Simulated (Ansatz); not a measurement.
# Photoemission of Si(111) with Cl on 25 % of the top atoms and H on the rest, part 2 of 3

Aim: core-level components, unfolded bands and work function of Si(111) with Cl on 25 % of the top atoms and H on the rest.

Ansatz 0.2.0; DFT, PBE, plane-wave PAW, scalar-relativistic; PAW set soft_1.

So far, gap on the k-mesh (eV): step 2 (relaxing the atoms) 1.11.

### Step 3. Layer-resolved bands, DOS and potential

The main run: bands along the zone's path, each state's share in the top and middle regions, the DOS and the planar potential. The cell holds 4 small cells, so the bands are unfolded.

input.yaml

```yaml
crystal:
  lattice:
    - [7.6791796437, 0.0, 0.0]
    - [3.8395898218, 6.6503646517, 0.0]
    - [0.0, 0.0, 24.5937769138]
  atoms:
    - { symbol: Cl, position: [0.0, 0.0, 0.7160774289] }
    - { symbol: H, position: [0.5004375858, -0.0008751717, 0.6933859994] }
    - { symbol: H, position: [-0.0008751717, 0.5004375858, 0.6933859994] }
    - { symbol: H, position: [0.5004375858, 0.5004375858, 0.6933859994] }
    - { symbol: Si, position: [0.0, 0.0, 0.6305822164] }
    - { symbol: Si, position: [0.499745901, 0.000508198, 0.6323439879] }
    - { symbol: Si, position: [0.000508198, 0.499745901, 0.6323439879] }
    - { symbol: Si, position: [0.499745901, 0.499745901, 0.6323439879] }
    - { symbol: Si, position: [0.8324487306, 0.3351025389, 0.6004058421] }
    - { symbol: Si, position: [0.3333333333, 0.3333333333, 0.6006600009] }
    - { symbol: Si, position: [0.8324487306, 0.8324487306, 0.6004058421] }
    - { symbol: Si, position: [0.3351025389, 0.8324487306, 0.6004058421] }
    - { symbol: Si, position: [0.8334264774, 0.3331470453, 0.5042709267] }
    - { symbol: Si, position: [0.3333333333, 0.3333333333, 0.5045889224] }
    - { symbol: Si, position: [0.8334264774, 0.8334264774, 0.5042709267] }
    - { symbol: Si, position: [0.3331470453, 0.8334264774, 0.5042709267] }
    - { symbol: Si, position: [0.1667885491, 0.1667885491, 0.4718619269] }
    - { symbol: Si, position: [0.6664229018, 0.1667885491, 0.4718619269] }
    - { symbol: Si, position: [0.1667885491, 0.6664229018, 0.4718619269] }
    - { symbol: Si, position: [0.6666666667, 0.6666666667, 0.4718082452] }
    - { symbol: Si, position: [0.1666666667, 0.1666666667, 0.375857398] }
    - { symbol: Si, position: [0.6666666667, 0.1666666667, 0.375857398] }
    - { symbol: Si, position: [0.1666666667, 0.6666666667, 0.375857398] }
    - { symbol: Si, position: [0.6666666667, 0.6666666667, 0.375857398] }
    - { symbol: Si, position: [0.0, 0.0, 0.343989458] }
    - { symbol: Si, position: [0.5, 0.0, 0.343989458] }
    - { symbol: Si, position: [0.0, 0.5, 0.343989458] }
    - { symbol: Si, position: [0.5, 0.5, 0.343989458] }
    - { symbol: H, position: [0.0, 0.0, 0.284624847] }
    - { symbol: H, position: [0.5, 0.0, 0.284624847] }
    - { symbol: H, position: [0.0, 0.5, 0.284624847] }
    - { symbol: H, position: [0.5, 0.5, 0.284624847] }
kpoints:
  mp_grid: { grid: [3, 3, 1] }
scf:
  occupations: { method: fermi_dirac, width: 0.02 }
  n_extra_bands: 36
hamiltonian:
  xc: pbe
  pseudopotentials: { kind: paw, azcp: { folder: soft_1 } }
output:
  forces: true
  write_potential: true
  volumetric_format: []
  dos:
    projected:
      site_lists:
        adsorbate: [0, 1, 2, 3]
        layer_1: [4, 5, 6, 7]
        layer_2: [8, 9, 10, 11]
        layer_3: [12, 13, 14, 15]
        middle: [16, 17, 18, 19]
        other_layers: [20, 21, 22, 23, 24, 25, 26, 27, 28, 29, 30, 31]
    de: 0.05
    e_range: [-30, 12]
    method: { smearing: { sigma: 0.12, scheme: gaussian } }
  eigenstates:
    kpoints:
      - [0.33333333, -0.33333333, 0.0]
      - [0.25, -0.375, 0.0]
      - [0.16666667, -0.41666667, 0.0]
      - [0.08333333, -0.45833333, 0.0]
      - [0.0, 0.5, 0.0]
      - [-0.08333333, 0.45833333, 0.0]
      # [... 29 more points ...]
      - [0.25, 0.5, 0.0]
      - [0.29166667, -0.41666667, 0.0]
    e_range: [-8.0, 6.0]
    unfold:
      supercell_matrix: [[2, 0, 0], [0, 2, 0], [0, 0, 1]]
      layers:
        axis: 3
        edges: [0.121982, 0.385166, 0.400773, 0.599929, 0.6165, 0.878718]
efield:
  axis: 3
  dipole_correction: true
```

Run with:

```console
$ ansatz run input.yaml --threads 4 --pin off --max-ram 11264MiB --backend cpu --events-out ev --progress --plain --runs-dir out
```

Numbers of over 12 decimals in the logs are rounded to 6 here.

What it wrote:

```text
[...]
Crystal: 32 atoms, lattice volume = 1255.988 Å³
Basis set: ecut = 420 eV, 24521 PW (Γ), exchange–correlation on 108×108×360 points (8 copies of the dense FFT grid, shifted against one another)
Bands: 91, of which v1, the nominal top of the filled ones, is band 55 counted from 1 (54 counted from 0)
Symmetry: 6 space group operations
[...]
k-points: 3 of 9 (time reversal used)
[...]
SCF iter   1: F=—  HF=-16455.139096 eV  |F-HF|=—  |Δ(HF+E_count)|=         —  Δρ=3.76e-2  dr2=1.58e1  ethr=3.10e-3  p=0.000 e·Å  D=3.77e-7 V/Å  ΔV_dip=-0.00 eV  dr2_dipole=3.32e-5  V_vac-E_F(+/−)=6.28/6.28 eV  ⟨swp⟩=9.3  Hψ=1742  notcnv=0  defer=28
[...]
SCF iter  11: F=-16450.688705 eV  HF=-16450.688705 eV  |F-HF|=3.72e-9  |Δ(HF+E_count)|=   2.35e-8  Δρ=4.96e-7  dr2=4.64e-9  ethr=9.09e-11  p=-0.149 e·Å  D=-2.14e-2 V/Å  ΔV_dip=0.53 eV  dr2_dipole=1.41e-11  V_vac-E_F(+/−)=4.65/4.12 eV  ⟨swp⟩=12.0  Hψ=1694  notcnv=0
SCF 1 converged in 11 iterations: F = -16450.688705 eV  dr2 = 4.64e-9
[...]
NSCF: frozen V_eff on 37 k-points
efield: sawtooth ramp at fractional position 0.9504 (kept from the solve that this one continues, or follows in the run), width 0.1000; the density the first Hamiltonian is built on has a dipole p = -0.149 e·Å; the dipole correction subtracts the counter field D = -2.14e-2 V/Å, which shifts the + side's vacuum level by +0.53 eV against the − side's; the planar-averaged density in the ramp window peaks in size at 2.3e-6 e/Å³
[...]
SCF converged after 11 iterations
Free energy (F): -16450.688705 eV
[...]
Internal energy: -16450.688705 eV  (E = F + TS)
E sigma→0 (E₀):  -16450.688705 eV
Fermi energy:    0.103203 eV
Dipole field:    D = -0.021428 V/Å  (p = -0.148731 e·Å, saw-weighted, corrected)
Work function:   Φ+ = 4.6494 eV   Φ− = 4.1224 eV
[...]
--- Forces (eV/Å), atoms counted from 1 ---
  atom   1  Cl    -0.00000000     0.00000000    -0.01050674
  atom   2  H     -0.00000000     0.00026255    -0.00009938
  atom   3  H      0.00022738    -0.00013128    -0.00009938
  atom   4  H     -0.00022738    -0.00013128    -0.00009938
  atom   5  Si    -0.00000000     0.00000000     0.01248452
  atom   6  Si    -0.00000000     0.00035748    -0.00197226
  atom   7  Si     0.00030958    -0.00017874    -0.00197226
  atom   8  Si    -0.00030958    -0.00017874    -0.00197226
  atom   9  Si    -0.00000000     0.00091911     0.00110634
  atom  10  Si     0.00000000    -0.00000000    -0.00015153
  atom  11  Si    -0.00079597    -0.00045956     0.00110634
  atom  12  Si     0.00079597    -0.00045956     0.00110634
  atom  13  Si    -0.00000000     0.00144780     0.00055460
  atom  14  Si    -0.00000000     0.00000000    -0.00124214
  atom  15  Si    -0.00125383    -0.00072390     0.00055460
  atom  16  Si     0.00125383    -0.00072390     0.00055460
  atom  17  Si     0.00054513     0.00031473    -0.00011109
  atom  18  Si    -0.00054513     0.00031473    -0.00011109
  atom  19  Si     0.00000000    -0.00062946    -0.00011109
  atom  20  Si     0.00000000    -0.00000000    -0.00180368
  atom  21  Si     0.00254459     0.00146912    -0.07116960
  atom  22  Si    -0.00254459     0.00146912    -0.07116960
  atom  23  Si     0.00000000    -0.00293824    -0.07116960
  atom  24  Si    -0.00000000     0.00000000    -0.08411123
  atom  25  Si     0.00000000     0.00000000     0.85309785
  atom  26  Si     0.00000000    -0.00151136     0.84685891
  atom  27  Si    -0.00130888     0.00075568     0.84685891
  atom  28  Si     0.00130888     0.00075568     0.84685891
  atom  29  H     -0.00000000    -0.00000000    -0.77288442
  atom  30  H     -0.00000000     0.00004700    -0.77347478
  atom  31  H      0.00004070    -0.00002350    -0.77347478
  atom  32  H     -0.00004070    -0.00002350    -0.77347478
  max |Σ_I F_I| component: 3.91e-5 eV/Å
--- Band table (eV) ---
  k-point 0: bands = [... 51 lower, -0.8902, -0.8902, -0.4514, -0.4514, 0.6542, 0.6762, 0.6762, 1.1040, ... 32 higher]
  k-point 1: bands = [... 51 lower, -1.7065, -1.4796, -1.3802, -0.8476, 0.8090, 1.3975, 1.4833, 1.6122, ... 32 higher]
  k-point 2: bands = [... 51 lower, -2.1476, -1.7130, -1.6091, -1.5927, 1.7440, 2.0915, 2.1200, 2.1403, ... 32 higher]
```

Elapsed: 6.7 min, on 4 threads of Intel Xeon at 2.50GHz (Skylake/Cascade Lake), shared host; peak memory 4.4 GiB; 21 min of CPU time.

Numbers from this step:

```
Fermi energy                                   : 0.1032 eV
zero of energy                                 : valence-band maximum
share of occupied states in no projected shell : 0.0116 of the occupied states in the window
```

A(k,E), total over k along the path and E. Zero: valence-band maximum.

Ten even steps from '0' (0.0 eV⁻¹) to '9' (7.6 eV⁻¹), each cell a mean:
```
332434445621112463332111001343
122366653264235754223333213321
000123556668997422211222343100
012101124544444431110001125310
433333333344344322223111221134
000000000001320022223444331110
000000000000000000121122200000
000000000000000000000010000000
000000000001210000000000000000
000000000135553210000000000000
000000013355555422221000000000
000111234543224544333222210000
221102332310001222223344332222
222345323200000122212222332222
223332132000000013211222233322
344323322222222222222222233443
444321110000000001222222223344
100001100000000000110000000001
000011111111111111101000000000
001111100000000000111100000000
222211111111111111111123333332
110011000000000000001111100111
```
Columns: k along the path (Å⁻¹) from 0 to 2.58; rows upwards: E (eV) from -7.14 to 4.90.

A(k,E), top over k along the path and E. Zero: valence-band maximum.

Values in eV⁻¹, 12 rows by 16 columns, each cell a mean:
```
0.60 0.56 0.77 0.78 0.65 0.83 0.59 0.67 0.96 0.55 0.52 0.39 0.30 0.24 0.60 0.63
0.10 0.22 0.29 0.49 0.72 0.79 1.03 0.95 0.52 0.36 0.26 0.29 0.37 0.46 0.36 0.10
0.42 0.32 0.31 0.31 0.34 0.46 0.44 0.46 0.42 0.37 0.39 0.32 0.24 0.40 0.30 0.42
0.02 0.03 0.02 0.02 0.03 0.05 0.13 0.08 0.06 0.14 0.23 0.34 0.41 0.20 0.06 0.02
0.01 0.01 0.01 0.01 0.02 0.05 0.23 0.15 0.04 0.02 0.02 0.03 0.03 0.02 0.01 0.01
0.02 0.02 0.03 0.08 0.26 0.57 0.65 0.66 0.42 0.23 0.15 0.08 0.05 0.03 0.02 0.02
0.19 0.21 0.24 0.44 0.52 0.47 0.26 0.32 0.51 0.45 0.45 0.49 0.51 0.38 0.24 0.19
0.50 0.52 0.65 0.51 0.45 0.20 0.15 0.16 0.33 0.46 0.40 0.36 0.34 0.44 0.48 0.50
0.75 0.81 0.68 0.63 0.51 0.47 0.47 0.47 0.46 0.57 0.59 0.62 0.69 0.72 0.82 0.75
0.37 0.25 0.24 0.22 0.14 0.13 0.13 0.13 0.14 0.16 0.28 0.26 0.23 0.23 0.26 0.37
0.08 0.16 0.29 0.30 0.29 0.28 0.27 0.28 0.28 0.29 0.30 0.19 0.06 0.06 0.07 0.07
0.28 0.26 0.23 0.18 0.18 0.18 0.17 0.18 0.18 0.18 0.20 0.29 0.31 0.30 0.30 0.28
```
Columns: k along the path (Å⁻¹) from 0 to 2.58; rows upwards: E (eV) from -7.14 to 4.90.

A(k,E), middle over k along the path and E. Zero: valence-band maximum.

Values in eV⁻¹, 12 rows by 16 columns, each cell a mean:
```
0.82 1.09 1.76 1.79 1.14 1.10 0.38 0.62 1.67 1.07 1.05 0.94 0.77 0.42 0.98 0.92
0.22 0.59 0.79 1.23 1.72 1.91 2.54 2.37 1.45 0.95 0.65 0.63 0.77 1.20 1.04 0.20
1.44 1.13 1.06 1.03 1.08 1.39 1.22 1.33 1.11 0.77 0.97 0.86 0.62 0.96 1.03 1.46
0.07 0.07 0.06 0.05 0.05 0.07 0.36 0.17 0.13 0.56 0.74 0.97 1.20 0.77 0.20 0.08
0.02 0.02 0.02 0.03 0.04 0.14 0.63 0.40 0.10 0.05 0.06 0.09 0.09 0.04 0.02 0.02
0.03 0.03 0.06 0.21 0.62 1.32 1.82 1.68 0.87 0.55 0.40 0.18 0.10 0.05 0.03 0.03
0.40 0.53 0.57 1.04 1.34 1.45 0.70 1.05 1.56 1.30 1.13 1.08 1.10 0.93 0.56 0.38
1.11 1.05 1.40 1.08 0.93 0.26 0.06 0.07 0.57 0.73 0.85 1.09 1.12 1.17 1.07 1.12
0.74 0.93 0.76 0.71 0.57 0.34 0.33 0.33 0.39 0.66 0.47 0.41 0.46 0.64 0.97 0.74
0.68 0.36 0.43 0.48 0.09 0.06 0.06 0.06 0.07 0.29 0.54 0.23 0.17 0.16 0.31 0.66
0.10 0.46 0.51 0.26 0.24 0.24 0.24 0.24 0.24 0.25 0.42 0.49 0.08 0.07 0.08 0.08
0.92 0.49 0.50 0.43 0.40 0.43 0.42 0.43 0.41 0.41 0.47 0.58 0.88 0.88 0.88 0.95
```
Columns: k along the path (Å⁻¹) from 0 to 2.58; rows upwards: E (eV) from -7.14 to 4.90.

A(k,E), bottom over k along the path and E. Zero: valence-band maximum.

Values in eV⁻¹, 12 rows by 16 columns, each cell a mean:
```
0.76 0.72 1.11 1.20 1.10 1.20 0.58 0.78 1.61 0.98 0.80 0.54 0.36 0.29 0.82 0.81
0.11 0.28 0.39 0.74 1.13 1.26 1.80 1.61 0.76 0.46 0.33 0.36 0.48 0.64 0.51 0.10
0.50 0.37 0.36 0.37 0.42 0.66 0.71 0.72 0.62 0.53 0.53 0.45 0.35 0.58 0.35 0.51
0.02 0.02 0.02 0.02 0.03 0.04 0.13 0.07 0.06 0.20 0.36 0.51 0.61 0.27 0.07 0.02
0.01 0.01 0.01 0.02 0.02 0.09 0.39 0.24 0.06 0.03 0.03 0.04 0.03 0.02 0.01 0.01
0.01 0.01 0.03 0.10 0.41 0.96 1.15 1.15 0.70 0.36 0.22 0.09 0.05 0.02 0.01 0.01
0.11 0.18 0.24 0.59 0.76 0.69 0.27 0.41 0.75 0.67 0.68 0.71 0.72 0.45 0.19 0.11
0.47 0.48 0.85 0.63 0.59 0.11 0.04 0.04 0.32 0.49 0.32 0.37 0.37 0.62 0.56 0.47
1.12 1.08 0.75 0.63 0.30 0.26 0.27 0.27 0.26 0.48 0.62 0.55 0.60 0.66 0.98 1.11
0.22 0.15 0.15 0.16 0.07 0.06 0.06 0.06 0.06 0.12 0.22 0.21 0.18 0.16 0.16 0.21
0.04 0.17 0.34 0.32 0.31 0.30 0.31 0.31 0.30 0.32 0.35 0.23 0.04 0.04 0.04 0.04
0.40 0.34 0.31 0.25 0.25 0.26 0.26 0.26 0.25 0.25 0.28 0.40 0.44 0.43 0.41 0.41
```
Columns: k along the path (Å⁻¹) from 0 to 2.58; rows upwards: E (eV) from -7.14 to 4.90.

Peaks of A(k,E) at the labelled points: for each region the eleven nearest the zero at most, each over 6 % of that point's highest, less those above the energy where the solved bands run out; weight and spread sum the levels within three half widths or 0.3 eV, so near peaks share levels. Peaks of the spectral function, the first 40 of 130 rows:

```csv
point,weight on,E (eV),A (1/eV),weight near the peak,rms spread of levels (eV)
K,total,-4.37,3.893,1.639,0.112
K,total,-4.23,3.664,2.242,0.185
K,total,-3.95,5.091,2.725,0.175
K,total,-3.83,4.882,2.465,0.137
K,total,-3.57,2.396,1.701,0.158
K,total,-3.13,3.712,1.208,0.137
K,total,-2.81,1.862,0.429,0.056
K,total,-2.23,5.794,1.794,0.055
K,total,-1.71,0.748,0.17,0.076
K,total,2.19,2.85,0.616,0
K,total,2.57,8.278,2.34,0.059
K,top,-4.23,1.532,0.466,0.108
K,top,-3.75,1.424,0.552,0.112
K,top,-3.29,0.594,0.305,0.175
K,top,-3.13,0.638,0.341,0.192
K,top,-2.81,0.828,0.223,0.053
K,top,-2.21,0.899,0.288,0.071
K,top,-1.87,0.217,0.091,0.078
K,top,-1.71,0.321,0.091,0.078
K,top,2.19,0.512,0.112,0
K,top,2.57,1.357,0.382,0.058
K,top,3.41,0.106,0.023,0.104
K,middle,-6.59,4.24,1.096,0.014
K,middle,-4.37,2.262,0.828,0.099
K,middle,-3.81,1.116,0.501,0.131
K,middle,-3.13,1.566,0.464,0.118
K,middle,-2.81,0.651,0.139,0.061
K,middle,-2.23,3.529,1.102,0.054
K,middle,-1.71,0.329,0.062,0.067
K,middle,2.19,1.897,0.422,0
K,middle,2.57,4.583,1.291,0.059
K,middle,4.43,1.504,0.927,0.132
K,middle,4.61,2.145,0.824,0.097
K,bottom,-6.57,1.773,0.45,0.003
K,bottom,-4.37,0.639,0.159,0.075
K,bottom,-3.95,2.907,0.972,0.084
K,bottom,-3.55,0.933,0.508,0.144
K,bottom,-3.13,1.235,0.328,0.086
K,bottom,-2.25,1.164,0.32,0.04
K,bottom,2.19,0.364,0.069,0
```

The DOS has structure finer than the step of the table below, so its rows give means over 1 eV, whole bins alone (the curve runs from -17.6 to 4.63 eV). Peaks (eV: height): total -6.6: 30.0, -2.8: 27.4, 3.5: 27.4, 4.3: 44.7; Si 3p -2.8: 21.0, -2.3: 21.1, -1.7: 22.7, 4.2: 22.8; Si 3s -10.6: 8.52, -9.5: 8.80, -9.0: 12.6, -6.6: 12.8; H 1s -6.5: 2.11, -5.5: 1.86, -3.6: 2.92, -2.8: 2.11; Cl 3p -4.4: 2.03, -3.6: 4.23, -2.8: 2.95, -2.2: 1.03.

The DOS by E, zero at the valence-band maximum; means over each step; values in states/eV/cell:

```csv
E (eV),total,Si 3p,Si 3s,H 1s,Cl 3p,Cl 3s
-17,0,0,0,0,0,0
-16,1.96,0.165,0.120,3.9e-4,0.0157,1.65
-15,0.0388,0.00326,0.00237,7.7e-6,3.1e-4,0.0328
-14,0,0,0,0,0,0
-13,0,0,0,0,0,0
-12,0.152,0.00750,0.139,0.00303,1.5e-4,3.5e-4
-11,3.84,0.673,3.01,0.101,0.00675,0.0118
-10,7.25,1.72,5.18,0.242,0.0224,0.0249
-9,8.55,2.22,5.86,0.337,0.0440,0.0284
-8,5.01,1.39,3.06,0.421,0.0727,0.0262
-7,8.93,3.75,4.22,0.669,0.168,0.0310
-6,8.33,3.85,3.31,0.755,0.278,0.0286
-5,3.71,1.77,0.983,0.571,0.313,0.0175
-4,16.3,10.8,1.26,2.11,1.91,0.0104
-3,16.8,12.9,0.802,1.15,1.72,9.2e-4
-2,18.4,16.4,0.690,0.424,0.630,0.00154
-1,8.92,8.11,0.125,0.373,0.169,0.00100
0,1.86,1.80,2.5e-4,4.1e-5,0.0120,0
1,2.06,1.17,0.534,0.0368,0.0120,0.00256
2,11.1,6.05,2.84,0.346,0.124,0.0221
3,18.8,10.9,3.19,0.865,0.136,0.0287
4,26.2,14.6,2.92,1.03,0.0812,0.0144
```

This run's widths, added to any smearing of the DOS itself: Gaussian 0.1 eV, Lorentzian 0.2 eV. Table of intensity by binding energy, zero at the valence-band maximum; values in % of the maximum within 13 eV:

```csv
binding energy (eV),21.2 eV,60 eV,1486.7 eV,5950 eV
-1,0.440,0.791,0.551,0.289
0,1.49,4.75,2.65,0.841
1,11.0,28.4,14.7,4.48
2,21.8,45.3,29.0,12.0
3,44.9,54.8,33.5,13.3
4,55.0,60.0,35.7,16.5
5,12.4,16.1,18.9,15.8
6,15.5,29.2,47.0,44.0
7,6.19,13.1,22.8,22.2
8,8.01,18.8,36.1,36.5
9,12.1,42.6,94.4,97.1
10,5.55,22.1,50.7,52.6
11,1.70,8.04,21.9,23.1
12,-,1.11,2.65,2.74
13,-,0.613,1.14,1.14
14,-,0.794,1.27,1.26
15,-,3.40,5.01,4.99
16,-,28.4,41.4,41.3
17,-,1.12,1.65,1.64
```

Maxima picked by a test of local sharpness, so broad peaks and shoulders can be missing; peaks within 0.45 eV of a curve's cut are left out. Valence peaks, by row, the first 40 of 54 rows:

```csv
photon energy (eV),binding energy (eV),height (% of the maximum within 13 eV),main shell,its share (%)
21.2,10.6,5.463,Si 3s,47.42
21.2,9.695,8.543,Si 3s,40.45
21.2,8.945,12.56,H 1s,41.52
21.2,8.245,12.14,H 1s,47.69
21.2,7.345,13.01,H 1s,47.41
21.2,6.545,27.12,H 1s,41.39
21.2,5.895,19.09,Cl 3p,41.51
21.2,5.445,26.88,Cl 3p,46.26
21.2,3.545,100,Cl 3p,71.22
21.2,2.795,67.06,Cl 3p,69.27
21.2,2.245,30.65,Cl 3p,64.25
21.2,1.645,28.86,Cl 3p,57.5
60,15.75,106.5,Cl 3s,94.89
60,10.6,23.78,Si 3s,76.81
60,9.645,33.96,Si 3s,72.57
60,8.945,44.24,Si 3s,69.3
60,8.245,31.76,Si 3s,63.26
60,7.345,29.11,Si 3s,54.2
60,6.545,59.69,Si 3s,42.97
60,5.895,35.28,Si 3s,38.59
60,5.445,32.25,Si 3p,25.41
60,4.095,59.99,Si 3p,45.59
60,3.545,100,Cl 3p,44.24
60,2.795,77.75,Si 3p,47
60,2.245,56.85,Si 3p,67.45
60,1.645,57.69,Si 3p,71.04
1487,15.75,155,Cl 3s,96.71
1487,11.2,31.8,Si 3s,96.22
1487,10.6,60.8,Si 3s,94.89
1487,9.595,84.29,Si 3s,94.12
1487,8.945,97.26,Si 3s,92.95
1487,8.245,66.03,Si 3s,91.06
1487,7.345,53.27,Si 3s,88.29
1487,6.545,100,Si 3s,83.48
1487,5.895,56.04,Si 3s,81.74
1487,4.345,38.32,Si 3s,37.53
1487,3.545,62.72,Cl 3p,43.18
1487,2.795,46.92,Si 3p,41.29
1487,2.245,37.06,Si 3p,54.59
1487,1.695,35.18,Si 3p,59.59
```

From the valence-band maximum. The planar mean, electrostatic potential by z:

```csv
z (Å),"planar mean, electrostatic potential (eV)"
0,4.94
1,4.73
2,4.68
3,4.68
4,4.68
5,4.67
6,4.54
7,2.31
8,-3.68
9,-9.45
10,-0.0775
11,-1.96
12,-10.0
13,-2.09
14,0.00621
15,-9.48
16,-3.79
17,1.99
18,3.39
19,5.13
20,5.20
21,5.20
22,5.20
23,5.20
24,5.07
```

The intensity has structure finer than the step of the table below, so its rows give means over 1 eV, whole bins alone (the curve runs from -17.6 to 1.43 eV). Peaks (eV: height): Cl K-beta -3.6: 99.8; Cl K-beta, E along x -3.5: 133; Cl K-beta, E along y -3.5: 133; Cl K-beta, E along z -4.4: 74.5; Cl L2,3 -15.8: 98.2.

Shapes are the site's partial DOS without matrix elements, which overweights lines from ligand s bands. Intensity against emission energy less the core level's binding energy, zero at the valence-band maximum; means over each step; 7 of 10 lines; values in % of the unpolarised maximum:

```csv
emission energy less the core level's binding energy (eV),Cl K-beta,"Cl K-beta, E along x","Cl K-beta, E along y","Cl K-beta, E along z","Cl L2,3",Si K-beta,"Si K-beta, E along x"
-17,0.262,0.180,0.180,0.427,0.869,0.310,0.249
-16,0.712,0.209,0.209,1.72,51.4,0.985,0.395
-15,0.510,0.246,0.246,1.04,13.2,0.661,0.409
-14,0.369,0.295,0.295,0.518,0.369,0.506,0.485
-13,0.442,0.360,0.360,0.605,0.138,0.695,0.701
-12,0.616,0.451,0.451,0.946,0.109,1.45,1.48
-11,1.11,0.591,0.591,2.14,0.459,5.36,5.63
-10,2.16,0.821,0.821,4.85,0.968,12.0,12.8
-9,3.90,1.17,1.17,9.36,1.25,15.9,17.8
-8,6.01,1.69,1.69,14.7,1.07,13.1,14.8
-7,10.6,3.16,3.16,25.5,1.11,22.9,21.7
-6,18.7,6.14,6.14,43.8,1.19,28.5,26.3
-5,32.1,19.8,19.8,56.7,0.716,25.3,22.6
-4,80.2,91.8,91.8,57.1,0.361,65.0,59.0
-3,81.6,112,112,21.1,0.0610,87.8,85.5
-2,41.5,56.9,56.9,10.6,0.0681,98.2,101
-1,16.1,21.2,21.2,5.92,0.0463,60.3,65.2
0,4.48,5.85,5.85,1.75,0.00672,17.3,22.3
```

[end of part 2 of 3]

[Logs are printed without paths, hosts, clocks, repeated set-up lines and the standing remarks that a program may print on its own settings, such as how far it seeks lower states.]

[Hosts, paths, dates, database ids (printed as entryN), source tags and the programs' standing remarks are cut or masked in the printed files.]

[Maps of the electrostatic potential energy from Ansatz leave out the sawtooth potential of an applied field or a dipole correction, so their vacuum need not be flat; work functions include it.]
